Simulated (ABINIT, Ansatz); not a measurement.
# BaZrO3 (Pm-3m): third-order response, part 2 of 3

Which lines does BaZrO3 (Pm-3m) show in Raman and infrared spectra?

ABINIT 10.8.3; DFT LDA, scalar-relativistic, plane waves, PseudoDojo norm-conserving pseudopotentials.

So far. Step 3 (Relaxing the cell and atoms): The volume changes by -2.9 % in this run and stands -2.9 % from the first cell. Step 4 (Ground state): The cell stands at -0.79 GPa: the relaxation ran with a smoothed and higher cutoff and on another k mesh. The relaxed cell has a = 4.150 Å (conventional setting).

## 6. Zone-centre response

The derivative of the wavefunctions by k comes first, since the response to a field is built on it; then the field and the displacements that symmetry doesn't supply are solved at q = 0. By the 2n+1 theorem the first-order wavefunctions also give third derivatives: Raman tensors and the non-linear susceptibility.

It reads the wavefunctions written in step 4.

dfpt_gamma.abi

```
ndtset 3

# common to the responses
getwfk_filepath "gso_WFK"
kptopt 2
nqpt 1
qpt 0.0 0.0 0.0
asr 0
chneut 0

# d/dk
rfelfd1 2
rfdir1 1 1 1
iscf1 -3
tolwfr1 1.0d-20

# displacements, field
rfphon2 1
rfatpol2 1 5
rfdir2 1 1 1
rfelfd2 3
getddk2 1
tolvrs2 1.0d-10
prepanl2 1
prtden2 1

# third order
optdriver3 5
getden_filepath3 "gso_DEN"
get1den3 2
get1wf3 2
getddk3 1
d3e_pert1_elfd3 1
d3e_pert1_phon3 1
d3e_pert1_atpol3 1 5
d3e_pert1_dir3 1 1 1
d3e_pert2_elfd3 1
d3e_pert2_dir3 1 1 1
d3e_pert3_elfd3 1
d3e_pert3_dir3 1 1 1
usepead3 1
tolvrs3 1.0d-10

# basis, mesh and filling
ecut 36.0
ngkpt 6 6 6
nshiftk 1
shiftk 0.5 0.5 0.5
istwfk *1
occopt 1
nband 20
nstep 100
diemac 9.0
prtebands 0
prtgsr 0

# cell and atoms
acell 3*1.0 Angstrom
rprim 
    4.149715995 0.0 0.0
    0.0 4.149715995 0.0
    0.0 0.0 4.149715995
ntypat 3
znucl 56 40 8
natom 5
typat 1 2 3 3 3
xred 
    0.0 0.0 0.0
    0.5 0.5 0.5
    0.0 0.5 0.5
    0.5 0.0 0.5
    0.5 0.5 0.0
pp_dirpath "./pseudo"
pseudos "Ba.upf, Zr.upf, O.upf"
```

Started as:

```sh
$ OMP_NUM_THREADS=1 mpirun -n 16 abinit dfpt_gamma.abi > dfpt_gamma.log
```

Numbers of over 12 decimals in the logs are rounded to 6 here.

dfpt_gamma.abo, the main output file:

```text
[banners, grids, parts of the stress and lines that vanish by symmetry left out]
- input  file    -> dfpt_gamma.abi
- output file    -> dfpt_gamma.abo
- root for input  files -> dfpt_gammai
[...]
DATASET    1 : space group Pm -3 m (#221); Bravais cP (primitive cubic)
[...]
nfft =       91125          nkpt =         108
[...]
DATASET    2 : space group Pm -3 m (#221); Bravais cP (primitive cubic)
[...]
nfft =       91125          nkpt =         108
[...]
DATASET    3 : space group Pm -3 m (#221); Bravais cP (primitive cubic)
[...]
mpw =        4984          nfft =       91125          nkpt =         108
[...]
== DATASET  1 ==================================================================
[...]
cutoff_energies: {ecut:  36.0, pawecutdg:  -1.0, }
[...]
-  8.00000   6.00000  201201                  znucl, zion, pspdat
[...]
Perturbation : derivative vs k along direction   1
[...]
-ETOT  1  -26.490809042493     -2.649E+01 2.902E-01 0.000E+00
 ETOT  2  -26.661329697145     -1.705E-01 6.408E-03 0.000E+00
 ETOT  3  -26.666907304913     -5.578E-03 3.441E-04 0.000E+00
 ETOT  4  -26.667182658498     -2.754E-04 2.011E-05 0.000E+00
 ETOT  5  -26.667199325598     -1.667E-05 2.099E-06 0.000E+00
[...]
At SCF step   20   max residual=  9.97E-21 < tolwfr=  1.00E-20 =>converged.
[...]
Perturbation : derivative vs k along direction   2
[...]
-ETOT  1  -26.489755404027     -2.649E+01 2.902E-01 0.000E+00
[...]
At SCF step   20   max residual=  9.97E-21 < tolwfr=  1.00E-20 =>converged.
[...]
Perturbation : derivative vs k along direction   3
[...]
-ETOT  1  -26.490809025068     -2.649E+01 2.902E-01 0.000E+00
[...]
At SCF step   20   max residual=  9.97E-21 < tolwfr=  1.00E-20 =>converged.
[...]
1        1       0.7882279800   -0.0000000000
     1        2       0.0000000000    0.0000000000
     1        3       0.0000000000    0.0000000000
     2        1       0.0000000000    0.0000000000
     2        2       0.7882279800   -0.0000000000
     2        3       0.0000000000    0.0000000000
     3        1       0.0000000000    0.0000000000
     3        2       0.0000000000    0.0000000000
     3        3       0.7882279800    0.0000000000
[...]
== DATASET  2 ==================================================================
[...]
cutoff_energies: {ecut:  36.0, pawecutdg:  -1.0, }
[...]
Perturbation : displacement of atom   1   along direction   1
[...]
-ETOT  1   2.895347     -7.971E+02 1.759E+00 1.588E+03
[...]
At SCF step    9       vres2   =  6.04E-11 < tolvrs=  1.00E-10 =>converged.
[...]
Perturbation : displacement of atom   2   along direction   1
[...]
-ETOT  1   9.400407     -2.661E+03 1.218E+01 1.217E+03
[...]
At SCF step   13       vres2   =  1.37E-12 < tolvrs=  1.00E-10 =>converged.
[...]
Perturbation : displacement of atom   3   along direction   1
[...]
-ETOT  1   18.472695223311     -3.763E+03 3.921E+00 1.280E+04
[...]
At SCF step   12       vres2   =  5.96E-12 < tolvrs=  1.00E-10 =>converged.
[...]
Perturbation : displacement of atom   3   along direction   2
[...]
-ETOT  1   7.082285     -3.678E+03 1.395E+00 6.959E+03
[...]
At SCF step   11       vres2   =  3.32E-11 < tolvrs=  1.00E-10 =>converged.
[...]
Perturbation : homogeneous electric field along direction   1
[...]
-ETOT  1  -91.733408951163     -9.173E+01 1.078E+00 6.443E+03
[...]
At SCF step   11       vres2   =  4.45E-11 < tolvrs=  1.00E-10 =>converged.
[...]
Perturbation : homogeneous electric field along direction   2
[...]
-ETOT  1  -91.713272148685     -9.171E+01 1.078E+00 6.440E+03
[...]
At SCF step   11       vres2   =  4.06E-11 < tolvrs=  1.00E-10 =>converged.
[...]
Perturbation : homogeneous electric field along direction   3
[...]
-ETOT  1  -91.733408821715     -9.173E+01 1.078E+00 6.443E+03
[...]
ETOT 11  -95.734789874448     -1.208E-11 2.389E-12 2.995E-10
 ETOT 12  -95.734789874450     -1.876E-12 3.613E-13 2.243E-11
 At SCF step   12       vres2   =  2.24E-11 < tolvrs=  1.00E-10 =>converged.
[...]
Dielectric tensor, in cartesian coordinates,
[...]
1    7   1    7         4.8859988502        -0.0000000000
   1    7   2    7        -0.0000000000        -0.0000000000
   1    7   3    7        -0.0000000000        -0.0000000000
   2    7   1    7        -0.0000000000        -0.0000000000
   2    7   2    7         4.8859988502        -0.0000000000
   2    7   3    7        -0.0000000000        -0.0000000000
   3    7   1    7        -0.0000000000        -0.0000000000
   3    7   2    7        -0.0000000000        -0.0000000000
   3    7   3    7         4.8859988502        -0.0000000000
  Effective charges, in cartesian coordinates,
[...]
1    1   1    7         2.7354027415         0.0000000000
   2    1   1    7         0.0000000000         0.0000000000
   3    1   1    7         0.0000000000         0.0000000000
   1    2   1    7         6.1065713447         0.0000000000
   2    2   1    7         0.0000000000         0.0000000000
[...]
Effective charges, in cartesian coordinates,
[...]
2    7   1    5         0.0000000000         0.0000000000
   3    7   1    5         0.0000000000         0.0000000000
   1    7   2    5         0.0000000000         0.0000000000
   2    7   2    5        -2.0239135191         0.0000000000
   3    7   2    5         0.0000000000         0.0000000000
   1    7   3    5         0.0000000000         0.0000000000
   2    7   3    5         0.0000000000         0.0000000000
   3    7   3    5        -4.7863061109         0.0000000000
  Phonon wavevector (reduced coordinates) :  0.00000  0.00000  0.00000
 Phonon energies in Hartree :
[...]
Phonon frequencies in cm-1    :
-  1.269293E+00  1.269293E+00  1.269294E+00  9.805436E+01  9.805436E+01
-  9.805436E+01  1.745596E+02  1.745596E+02  1.745596E+02  1.957326E+02
-  1.957326E+02  1.957326E+02  5.249195E+02  5.249195E+02  5.249195E+02
  Phonon at Gamma, with non-analyticity in the
[...]
Phonon energies in Hartree :
[...]
Phonon frequencies in cm-1    :
-  1.269293E+00  1.269293E+00  1.271721E+00  9.805436E+01  9.805436E+01
-  1.377861E+02  1.745596E+02  1.745596E+02  1.745596E+02  1.957326E+02
-  1.957326E+02  3.665806E+02  5.249195E+02  5.249195E+02  7.136867E+02
  Phonon at Gamma, with non-analyticity in the
[...]
Phonon energies in Hartree :
[...]
Phonon frequencies in cm-1    :
-  1.269293E+00  1.269294E+00  1.271721E+00  9.805436E+01  9.805436E+01
-  1.377861E+02  1.745596E+02  1.745596E+02  1.745596E+02  1.957326E+02
-  1.957326E+02  3.665806E+02  5.249195E+02  5.249195E+02  7.136867E+02
  Phonon at Gamma, with non-analyticity in the
[...]
Phonon energies in Hartree :
[...]
Phonon frequencies in cm-1    :
-  1.269293E+00  1.269294E+00  1.271721E+00  9.805436E+01  9.805436E+01
-  1.377861E+02  1.745596E+02  1.745596E+02  1.745596E+02  1.957326E+02
-  1.957326E+02  3.665806E+02  5.249195E+02  5.249195E+02  7.136867E+02
[...]
== DATASET  3 ==================================================================
[...]
cutoff_energies: {ecut:  36.0, pawecutdg:  -1.0, }
[...]
1          1       -0.000000000       -0.000000000       -0.000000000
[...]
1          2       -0.000000000       -0.000000000       -0.000000000
[...]
1          3       -0.000000000       -0.000000000       -0.000000000
[...]
2          1       -0.000000000       -0.000000000       -0.000000000
[...]
2          2       -0.000000000       -0.000000000       -0.000000000
[...]
2          3       -0.000000000       -0.000000000       -0.000000000
[...]
3          1       -0.000000000       -0.000000000       -0.000000000
[...]
3          2       -0.000000000       -0.000000000       -0.000000000
[...]
3          3       -0.000000000       -0.000000000       -0.000000000
[...]
4          1       -0.000000000       -0.000000000       -0.000000000
[...]
4          2       -0.000000000       -0.000000000       -0.000000000
[...]
4          3       -0.000000000       -0.000000000       -0.000000000
[...]
5          1       -0.000000000       -0.000000000       -0.000000000
[...]
5          2       -0.000000000       -0.000000000       -0.000000000
[...]
5          3       -0.000000000       -0.000000000       -0.000000000
[...]
strten2     0.0000000000E+00  0.0000000000E+00  0.0000000000E+00
           strten3     0.0000000000E+00  0.0000000000E+00  0.0000000000E+00
================================================================================
```

Elapsed: 5.1 min, on 16 MPI ranks of Arm Neoverse V2, shared host.

Numbers from this step:

```yaml
miss_of_the_charge_sum_rule: 0.007841 e
largest_acoustic_frequency_at_the_zone_centre_before_the_sum_rule: 1.27 cm⁻¹
highest_optical_zone_centre_mode_no_lo_to_term: 524.9 cm⁻¹
lowest_optical_zone_centre_mode: 98.05 cm⁻¹
mean_high_frequency_dielectric_constant: 4.886
largest_born_charge_in_size_third_of_the_trace: 6.107 e
```

Born charge (rows field, columns displacement), before the sum rule (e), principal values of the symmetric part by kind of site:

```tsv
atom	atoms with these values	low	middle	high	mean
Ba1	1	2.74	2.74	2.74	2.74
Zr2	1	6.11	6.11	6.11	6.11
O3	3	-4.79	-2.02	-2.02	-2.94
```

In full for Ba1:

```
2.74 0.00 0.00
0.00 2.74 0.00
0.00 0.00 2.74
```

High-frequency dielectric tensor:

```
4.89 0.00 0.00
0.00 4.89 0.00
0.00 0.00 4.89
```

The acoustic modes at Γ come out as far as 1.3 cm⁻¹ from zero, where they should vanish, a small numerical error; the Born charges miss their sum rule by 0.0078 e, which is good.

## 7. Modes with the sum rule

anaddb reads the merged derivatives, imposes the acoustic sum rule and charge neutrality, and adds the LO-TO term along chosen directions.

anaddb.abi

```
ddb_filepath "gamma_DDB"
output_file "anaddb.abo"
outdata_prefix "anaddb"
asr 1
chneut 1
enunit 2
eivec 1
nph1l 1
qph1l 0.0 0.0 0.0 1.0
dieflag 1
nph2l 3
qph2l 
    1.0 0.0 0.0 0.0
    0.0 0.0 1.0 0.0
    1.0 1.0 1.0 0.0
nlflag 1
ramansr 1
alphon 1
prtmbm 1
```

mrgddb.in

```
gamma_DDB
merged
3
dfpt_gammao_DS2_DDB
dfpt_gammao_DS3_DDB
gso_DDB
```

Started as:

```sh
$ mrgddb < mrgddb.in > mrgddb.log
$ OMP_NUM_THREADS=1 anaddb anaddb.abi > anaddb.log
```

anaddb.abo, the main output file:

```text
[banners, grids, parts of the stress and lines that vanish by symmetry left out]
-outvars_anaddb: echo values of input variables ----------------------

 Flags :
[...]
Dielectric Tensor and Effective Charges
[...]
Effective charge tensors after
[...]
1          1       -0.000000000       -0.000000000       -0.000000000
[...]
1          2       -0.000000000       -0.000000000       -0.000000000
[...]
1          3       -0.000000000       -0.000000000       -0.000000000
[...]
2          1       -0.000000000       -0.000000000       -0.000000000
[...]
2          2       -0.000000000       -0.000000000       -0.000000000
[...]
2          3       -0.000000000       -0.000000000       -0.000000000
[...]
3          1       -0.000000000       -0.000000000       -0.000000000
[...]
3          2       -0.000000000       -0.000000000       -0.000000000
[...]
3          3       -0.000000000       -0.000000000       -0.000000000
[...]
4          1       -0.000000000       -0.000000000       -0.000000000
[...]
4          2       -0.000000000       -0.000000000       -0.000000000
[...]
4          3       -0.000000000       -0.000000000       -0.000000000
[...]
5          1       -0.000000000       -0.000000000       -0.000000000
[...]
5          2       -0.000000000       -0.000000000       -0.000000000
[...]
5          3       -0.000000000       -0.000000000       -0.000000000
[...]
Phonon wavevector (reduced coordinates) :  0.00000  0.00000  0.00000
 Phonon energies in Hartree :
[...]
Phonon energies in meV     :
-  0.000000E+00  0.000000E+00  0.000000E+00  1.215393E+01  1.215393E+01
-  1.215393E+01  2.163846E+01  2.163846E+01  2.163846E+01  2.426640E+01
-  2.426640E+01  2.426640E+01  6.508116E+01  6.508116E+01  6.508116E+01
 Phonon frequencies in cm-1    :
-  0.000000E+00  0.000000E+00  0.000000E+00  9.802802E+01  9.802802E+01
-  9.802802E+01  1.745259E+02  1.745259E+02  1.745259E+02  1.957217E+02
-  1.957217E+02  1.957217E+02  5.249149E+02  5.249149E+02  5.249149E+02
 Phonon frequencies in Thz     :
-  0.000000E+00  0.000000E+00  0.000000E+00  2.938806E+00  2.938806E+00
-  2.938806E+00  5.232155E+00  5.232155E+00  5.232155E+00  5.867590E+00
-  5.867590E+00  5.867590E+00  1.573655E+01  1.573655E+01  1.573655E+01
 Phonon energies in Kelvin  :
-  0.000000E+00  0.000000E+00  0.000000E+00  1.410404E+02  1.410404E+02
-  1.410404E+02  2.511039E+02  2.511039E+02  2.511039E+02  2.815999E+02
-  2.815999E+02  2.815999E+02  7.552355E+02  7.552355E+02  7.552355E+02
[...]
-  1  0.00000000E+00  0.00000000E+00  1.40842611E-03
-     0.00000000E+00  0.00000000E+00  0.00000000E+00
-  2  0.00000000E+00  0.00000000E+00  1.40842436E-03
-     0.00000000E+00  0.00000000E+00  0.00000000E+00
-  3  0.00000000E+00  0.00000000E+00  1.40842328E-03
-     0.00000000E+00  0.00000000E+00  0.00000000E+00
-  4  0.00000000E+00  0.00000000E+00  1.40842328E-03
-     0.00000000E+00  0.00000000E+00  0.00000000E+00
-  5  0.00000000E+00  0.00000000E+00  1.40842375E-03
-     0.00000000E+00  0.00000000E+00  0.00000000E+00
[...]
-  1  0.00000000E+00 -1.40842611E-03  0.00000000E+00
-     0.00000000E+00  0.00000000E+00  0.00000000E+00
-  2  0.00000000E+00 -1.40842435E-03  0.00000000E+00
-     0.00000000E+00  0.00000000E+00  0.00000000E+00
-  3  0.00000000E+00 -1.40842327E-03  0.00000000E+00
-     0.00000000E+00  0.00000000E+00  0.00000000E+00
-  4  0.00000000E+00 -1.40842375E-03  0.00000000E+00
-     0.00000000E+00  0.00000000E+00  0.00000000E+00
-  5  0.00000000E+00 -1.40842327E-03  0.00000000E+00
-     0.00000000E+00  0.00000000E+00  0.00000000E+00
[...]
-  1  1.40842611E-03  0.00000000E+00  0.00000000E+00
-     0.00000000E+00  0.00000000E+00  0.00000000E+00
-  2  1.40842435E-03  0.00000000E+00  0.00000000E+00
-     0.00000000E+00  0.00000000E+00  0.00000000E+00
-  3  1.40842375E-03  0.00000000E+00  0.00000000E+00
-     0.00000000E+00  0.00000000E+00  0.00000000E+00
-  4  1.40842327E-03  0.00000000E+00  0.00000000E+00
-     0.00000000E+00  0.00000000E+00  0.00000000E+00
[...]
-  4  1.39519109E-03  1.03901421E-07  0.00000000E+00
[...]
-  5  1.39519109E-03  0.00000000E+00  0.00000000E+00
[...]
-     1         -0.000000    -0.000000     0.000004     0.000004
-     2         -0.000000    -0.000004     0.000000     0.000004
[...]
-    14          0.000000     3.945910     0.000000     3.945910
-    15          3.945910     0.000000    -0.000000     3.945910
[...]
-   1     Real    0.0000E+00  0.0000E+00  0.0000E+00  0.0000E+00  0.0000E+00  0.0000E+00  0.0000E+00
[...]
-   2     Real    0.0000E+00  0.0000E+00  0.0000E+00  0.0000E+00  0.0000E+00  0.0000E+00  0.0000E+00
[...]
-   3     Real    0.0000E+00  0.0000E+00  0.0000E+00  0.0000E+00  0.0000E+00  0.0000E+00  0.0000E+00
[...]
-   4     Real    0.0000E+00  0.0000E+00  2.9847E-04  0.0000E+00  0.0000E+00  0.0000E+00  2.9847E-04
[...]
-   5     Real    0.0000E+00  2.9847E-04  0.0000E+00  0.0000E+00  0.0000E+00  0.0000E+00  2.9847E-04
[...]
-   6     Real    2.9847E-04  0.0000E+00  0.0000E+00  0.0000E+00  0.0000E+00  0.0000E+00  2.9847E-04
[...]
-   7     Real    0.0000E+00  0.0000E+00  0.0000E+00  0.0000E+00  0.0000E+00  0.0000E+00  0.0000E+00
[...]
-   8     Real    0.0000E+00  0.0000E+00  0.0000E+00  0.0000E+00  0.0000E+00  0.0000E+00  0.0000E+00
[...]
-   9     Real    0.0000E+00  0.0000E+00  0.0000E+00  0.0000E+00  0.0000E+00  0.0000E+00  0.0000E+00
[...]
-  10     Real    0.0000E+00  0.0000E+00  5.0022E-04  0.0000E+00  0.0000E+00  0.0000E+00  5.0022E-04
[...]
-  11     Real    0.0000E+00  5.0022E-04  0.0000E+00  0.0000E+00  0.0000E+00  0.0000E+00  5.0022E-04
[...]
-  12     Real    5.0022E-04  0.0000E+00  0.0000E+00  0.0000E+00  0.0000E+00  0.0000E+00  5.0022E-04
[...]
-  13     Real    0.0000E+00  0.0000E+00  5.2263E-04  0.0000E+00  0.0000E+00  0.0000E+00  5.2263E-04
[...]
-  14     Real    0.0000E+00  5.2263E-04  0.0000E+00  0.0000E+00  0.0000E+00  0.0000E+00  5.2263E-04
[...]
-  15     Real    5.2263E-04  0.0000E+00  0.0000E+00  0.0000E+00  0.0000E+00  0.0000E+00  5.2263E-04
[...]
-         0.000000000       0.000000000       0.000000000
-         0.000000000       0.000000000       0.000000000
-         0.000000000       0.000000000       0.000000000
[...]
-         0.000000000       0.000000000       0.000000000
-         0.000000000       0.000000000       0.000000000
-         0.000000000       0.000000000       0.000000000
[...]
Phonon at Gamma, with non-analyticity in the
[...]
Phonon energies in Hartree :
[...]
Phonon energies in meV     :
-  0.000000E+00  0.000000E+00  0.000000E+00  1.215393E+01  1.215393E+01
-  1.708489E+01  2.163846E+01  2.163846E+01  2.163846E+01  2.426640E+01
-  2.426640E+01  4.545661E+01  6.508116E+01  6.508116E+01  8.849891E+01
 Phonon frequencies in cm-1    :
-  0.000000E+00  0.000000E+00  0.000000E+00  9.802802E+01  9.802802E+01
[...]
Phonon frequencies in Thz     :
[...]
Phonon energies in Kelvin  :
[...]
-  1  0.00000000E+00  0.00000000E+00 -1.40842611E-03
[...]
-  2  0.00000000E+00  0.00000000E+00 -1.40842436E-03
[...]
-  3  0.00000000E+00  0.00000000E+00 -1.40842328E-03
[...]
-  4  0.00000000E+00  0.00000000E+00 -1.40842328E-03
[...]
Phonon at Gamma, with non-analyticity in the
[...]
Phonon energies in Hartree :
[...]
Phonon energies in meV     :
[...]
Phonon frequencies in cm-1    :
[...]
Phonon frequencies in Thz     :
[...]
Phonon energies in Kelvin  :
[...]
Phonon at Gamma, with non-analyticity in the
[...]
Phonon energies in Hartree :
[...]
Phonon energies in meV     :
[...]
Phonon frequencies in cm-1    :
[...]
Phonon frequencies in Thz     :
[...]
Phonon energies in Kelvin  :
[...]
-  1.982620E+02  2.511039E+02  2.511039E+02  2.511039E+02  2.815999E+02
-  2.815999E+02  5.275021E+02  7.552355E+02  7.552355E+02  1.026987E+03
[...]
-  4  1.12095872E-03  2.86687359E-03 -3.84787167E-04
[...]
-  5  1.12095872E-03 -7.36171553E-04  1.49847704E-03
[...]
-         0.000000000       0.000000000       0.000000000
-         0.000000000       0.000000000       0.000000000
[...]
Direction                     Dielectric constant
[...]
0.00000   0.00000   1.00000     62.64600741
   1.00000   1.00000   1.00000     62.64600740
-
```

Run time: 1.3 s. Hardware: 1 thread.

This step gave:

```
lowest optical zone-centre mode      : 98.03 cm⁻¹
mean static dielectric constant      : 62.65
highest mode moved by the LO-TO term : 713.8 cm⁻¹
```

No LO-TO term; unit eigenvectors of the mass-weighted matrix, from anaddb's displacements. Modes at Γ, with each element's share of the kinetic energy:

```tsv
mode	frequency (cm⁻¹)	symmetry	Ba %	Zr %	O %
1	0.0	acoustic	50	33	17
2	0.0	acoustic	50	33	17
3	0.0	acoustic	50	33	17
4	98.0	T1u	42	9	49
5	98.0	T1u	42	9	49
6	98.0	T1u	42	9	49
7	174.5	T2u	0	0	100
8	174.5	T2u	0	0	100
9	174.5	T2u	0	0	100
10	195.7	T1u	8	55	37
11	195.7	T1u	8	55	37
12	195.7	T1u	8	55	37
13	524.9	T1u	0	2	97
14	524.9	T1u	0	2	97
15	524.9	T1u	0	2	97
```

Displacements in mode 4 (98.0 cm⁻¹), the largest set to 1:
```
Ba1  0.00  0.00 -0.49
Zr2  0.00  0.00  0.28
O3   0.00  0.00  1.00
O4   0.00  0.00  1.00
O5   0.00  0.00  0.59
```

Displacements in mode 7 (174.5 cm⁻¹), the largest set to 1:
```
Ba1  0.00  0.00  0.00
Zr2  0.00  0.00  0.00
O3   0.00  0.00 -1.00
O4   0.00  0.00  1.00
O5   0.00  0.00  0.00
```

Trace of the oscillator strength, degenerate modes summed. Lines of the infrared spectrum (strongest = 100):

```tsv
position (cm⁻¹)	lines merged	IR intensity, relative
98	3	57
174	3	0.0
196	3	96
525	3	100
```

Static dielectric tensor (ions relaxed, fixed cell):

```
62.65  0.00  0.00
 0.00 62.65  0.00
 0.00  0.00 62.65
```

The rule moves no optical mode by more than 0.1 cm⁻¹.

(Part 2 of 3 ends here.)

[Host names and launcher messages were left out of these logs when they were recorded.]

[Logs are printed without paths, hosts, clocks, repeated set-up lines and the standing remarks that a program may print on its own settings, such as how far it seeks lower states.]

[Hosts, paths, dates, database ids (printed as entryN), source tags and the programs' standing remarks are cut or masked in the printed files.]
